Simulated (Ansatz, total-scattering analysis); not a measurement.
**amorphous Ge: run and scatter**

Aim: the structure of amorphous Ge at 300 K, and the X-ray and neutron patterns it would give.

Method: ab initio molecular dynamics with Ansatz (PBE, plane waves, PAW set soft_1, Langevin thermostat, no spin, fixed volume). Composition: Ge 100.0 atom %; 66 atoms. The average runs over 2.97 ps of 66 atoms. Mean temperature 331 K, largest m.s.d. 0.45 Å², energy drift -17 meV an atom (last third less first), Langevin friction 2 ps⁻¹; the first quarter of the run is discarded. Preparation: atoms packed at random with minimum distances, then 2.3 ps at 2400 K, 2.4 ps at 1490 K and 2.5 ps at 790 K with a cheaper basis and a friction of 10 ps⁻¹ (mean temperature of the first stage 2538 K), too short to forget the start in full. So short a stretch relaxes bonds and nearest shells but still remembers its start.

## The run

The step of 2.625 fs has to resolve the fastest vibration, that of Ge. The volume is fixed, since the run is too short for a cell to find its own; the mean pressure then hints how far the functional is from its own density, with errors up to a few GPa from cell size, k-points and loose SCF steps (the program warns of the last). One k-point, Γ, is the usual economy for a cell of this size. Smeared occupations keep the forces smooth should levels come near the Fermi energy. A Langevin thermostat samples the right structure once equilibrated, but its friction lowers diffusion.

The input, input.yaml:

```yaml
crystal:
  lattice:
    - [11.5249, 0.0, 0.0]
    - [0.0, 11.5249, 0.0]
    - [0.0, 0.0, 11.5249]
  atoms:
    - { symbol: Ge, position: [0.38694, 0.1618, 0.60508] }
    - { symbol: Ge, position: [0.75182, 0.36844, 0.43097] }
    - { symbol: Ge, position: [0.94599, 0.6764, 0.84785] }
    - { symbol: Ge, position: [0.27627, 0.433, 0.45207] }
[... 60 atom lines left out ...]
    - { symbol: Ge, position: [0.34577, 0.51228, 0.00654] }
    - { symbol: Ge, position: [0.61003, 0.8132, 0.54869] }
kpoints:
  mp_grid: { grid: [1, 1, 1] }
scf:
  occupations: { method: fermi_dirac, width: 0.0259 }
hamiltonian:
  xc: pbe
  pseudopotentials: { kind: paw, azcp: { folder: soft_1 } }
output:
  forces: true
  stress: true
md:
  timestep: 2.625
  n_steps: 1500
  ensemble: nvt_langevin
  temperature: 300.0
  initial_velocities: maxwell_boltzmann
  seed: 7
  friction: 0.002
```

```console
$ ansatz run input.yaml --threads 16 --pin off --max-ram 32768MiB --backend cuda --events-out ev --progress --plain --runs-dir out --max-vram 52GiB
```

```text
Warning: md: disabling space-group detection — thermal motion breaks the input geometry's symmetry, so no spatial operation reduces the k-mesh or symmetrises the density; time reversal is kept, so that k and −k are [...]
Warning: output.stress: scf.convergence.dr2_threshold = 6.6e-8 eV (the default of an md: trajectory) is looser than the 6.6e-9 eV advised for a printed stress (1e-10 eV for each atom of the cell: 66). What an SCF [...]
Engine: ansatz 0.2.0, aarch64-unknown-linux-gnu
Pseudopotential: Ge, paw, valence charge 14, recommended cutoff 420 eV (normal), soft_1/Ge.paw.azcp
Functional definition: PBE
Crystal: 66 atoms, lattice volume = 1530.775 Å³
Basis set: ecut = 420 eV, 29855 PW (Γ), exchange–correlation on 160×160×160 points (8 copies of the dense FFT grid, shifted against one another)
Bands: 555, of which v1, the nominal top of the filled ones, is band 462 counted from 1 (461 counted from 0)
k-points: 1
[... other set-up lines, SCF lines and steps between those shown are left out ...]
md step     0: t =     0.00 fs  T =   295.5 K  F+E_penalty+E_count = -283441.74688115 eV  E_kin = 2.520570 eV  P_inst = 1.2868 GPa  (10 SCF iters)
md step     1: t =     2.62 fs  T =   311.1 K  F+E_penalty+E_count = -283441.80923239 eV  E_kin = 2.654448 eV  P_inst = 1.2818 GPa  (7 SCF iters)
md step    60: t =   157.50 fs  T =   515.5 K  F+E_penalty+E_count = -283444.78002799 eV  E_kin = 4.397990 eV  P_inst = 0.2517 GPa  (8 SCF iters)
md step   120: t =   315.00 fs  T =   432.9 K  F+E_penalty+E_count = -283445.53934824 eV  E_kin = 3.692756 eV  P_inst = 0.7446 GPa  (6 SCF iters)
md step   180: t =   472.50 fs  T =   476.6 K  F+E_penalty+E_count = -283446.62033977 eV  E_kin = 4.066049 eV  P_inst = 0.2933 GPa  (10 SCF iters)
md step   240: t =   630.00 fs  T =   446.1 K  F+E_penalty+E_count = -283446.22909450 eV  E_kin = 3.806004 eV  P_inst = -0.0880 GPa  (10 SCF iters)
md step   300: t =   787.50 fs  T =   371.3 K  F+E_penalty+E_count = -283446.14498320 eV  E_kin = 3.167632 eV  P_inst = 0.0124 GPa  (10 SCF iters)
md step   360: t =   945.00 fs  T =   436.1 K  F+E_penalty+E_count = -283447.59752138 eV  E_kin = 3.720572 eV  P_inst = 0.4566 GPa  (10 SCF iters)
md step   420: t =  1102.50 fs  T =   350.8 K  F+E_penalty+E_count = -283447.53624260 eV  E_kin = 2.992398 eV  P_inst = 0.6282 GPa  (6 SCF iters)
md step   480: t =  1260.00 fs  T =   387.5 K  F+E_penalty+E_count = -283447.90038811 eV  E_kin = 3.305422 eV  P_inst = 0.4407 GPa  (10 SCF iters)
md step   600: t =  1575.00 fs  T =   349.9 K  F+E_penalty+E_count = -283447.96874290 eV  E_kin = 2.985222 eV  P_inst = -0.0764 GPa  (6 SCF iters)
md step   720: t =  1890.00 fs  T =   330.0 K  F+E_penalty+E_count = -283448.20014074 eV  E_kin = 2.815543 eV  P_inst = 0.4756 GPa  (6 SCF iters)
md step   840: t =  2205.00 fs  T =   344.1 K  F+E_penalty+E_count = -283448.41752430 eV  E_kin = 2.935768 eV  P_inst = 0.1557 GPa  (10 SCF iters)
md step   960: t =  2520.00 fs  T =   294.5 K  F+E_penalty+E_count = -283448.32669972 eV  E_kin = 2.512229 eV  P_inst = 0.0690 GPa  (10 SCF iters)
md step  1080: t =  2835.00 fs  T =   360.3 K  F+E_penalty+E_count = -283448.98577292 eV  E_kin = 3.074034 eV  P_inst = 0.2301 GPa  (10 SCF iters)
md step  1200: t =  3150.00 fs  T =   330.9 K  F+E_penalty+E_count = -283448.73769378 eV  E_kin = 2.822541 eV  P_inst = -0.0111 GPa  (7 SCF iters)
md step  1320: t =  3465.00 fs  T =   269.2 K  F+E_penalty+E_count = -283448.76128812 eV  E_kin = 2.296221 eV  P_inst = -0.0630 GPa  (10 SCF iters)
md step  1440: t =  3780.00 fs  T =   270.3 K  F+E_penalty+E_count = -283449.54901401 eV  E_kin = 2.305941 eV  P_inst = 0.2770 GPa  (10 SCF iters)
[... last step's energies and forces left out ...]
--- MD trajectory: 1500 steps, t = 0.0 → 3937.5 fs ---
  final state: T = 263.4 K   F+E_penalty+E_count = -283449.36492089 eV   E_kin = 2.247334 eV
```

It took 11 min on 1 × NVIDIA GB200 with 16 threads of Arm Neoverse V2, on a shared host, peak memory 1.3 GiB.

## Analysis

S(Q) is the Faber–Ziman total, Σ ci cj fi fj (Sij − 1)/⟨f⟩² + 1. Below 4 Å⁻¹ the partials are summed on the cell's own reciprocal vectors (from 0.55 Å⁻¹) and folded with a Gaussian of σ = 0.12 Å⁻¹; above it they are transforms of g(r) out to 7.8 Å, tapered over the last 40 %. The fold lowers sharp peaks, and with so few vectors their positions are good to about 0.1 Å⁻¹. X-rays take neutral-atom form factors, neutrons coherent lengths (Ge 8.185 fm). G(r) = 4πrρ₀[g(r) − 1] carries the resolution of a Lorch-windowed transform up to 20 Å⁻¹. For one element the X-ray and neutron totals coincide. The patterns are simulated, not measured. The potential energy falls by 17 meV an atom from the first to the last third of the average, so the sample is relaxing or ordering and this is no equilibrium average. The cell is small: beyond half the box only the part of each shell inside it is counted, and low-Q values rest on few vectors. It is averaged over 126 frames.

```csv
T (K),state,density (g/cm³),first clear neutron maximum (Å⁻¹),its height (neutron),Ge–Ge (Å),Ge around Ge,held,"D over the elements, rough (10⁻⁹ m²/s)"
300,rigid,5.200,2.07,1.12,2.62,5.48,"volume, 0.2 GPa mean",-
```

neutron S(Q):

```tsv
Q (Å⁻¹)	300 K
0.8	0.10
1.1	0.10
1.4	0.16
1.7	0.37
2.0	1.06
2.3	1.00
2.6	1.16
2.9	1.26
3.2	1.46
3.5	1.08
3.8	0.67
4.1	0.62
4.4	0.83
4.7	1.06
5.0	1.20
5.3	1.19
5.6	1.10
5.9	1.00
6.2	0.89
6.5	0.84
6.8	0.90
7.1	1.01
7.4	1.09
7.7	1.11
8.0	1.07
8.3	1.00
8.6	0.94
8.9	0.91
```

At 300 K the maxima of S(Q), Q in Å⁻¹ (height), are neutron: 2.07 (1.12), 3.16 (1.46), 5.12 (1.21), 7.63 (1.11). Its shells:

```
 pair  first peak (Å)  g there  first minimum (Å)  g there  neighbours
Ge–Ge            2.62      3.6               3.22     0.69         5.5
```

Bonded neighbours (only these pairs count: cutoffs Ge–Ge 3.22 Å): Ge: 3 0.5 %, 4 18 %, 5 36 %, 6 31 %, 7 11 %, 8 2.7 %. For Ge–Ge g doesn't fall to zero at the cutoff, so those shares hang on where it is put.

The tapered transform alone would put 1.46 at the neutron maximum of 3.16 Å⁻¹, where the reciprocal vectors give 1.46; the two routes agree.

**Reading.** The first Ge–Ge shell holds 5.5 Ge at 2.62 Å, with no empty gap behind it. With 5.4 neighbours this is a frozen metallic melt and not yet the fourfold network of the real amorphous solid. It is one small sample quenched within picoseconds, so it is less relaxed than a real glass or film.

[Logs are printed without paths, hosts, clocks, repeated set-up lines and the standing remarks that a program may print on its own settings, such as how far it seeks lower states.]
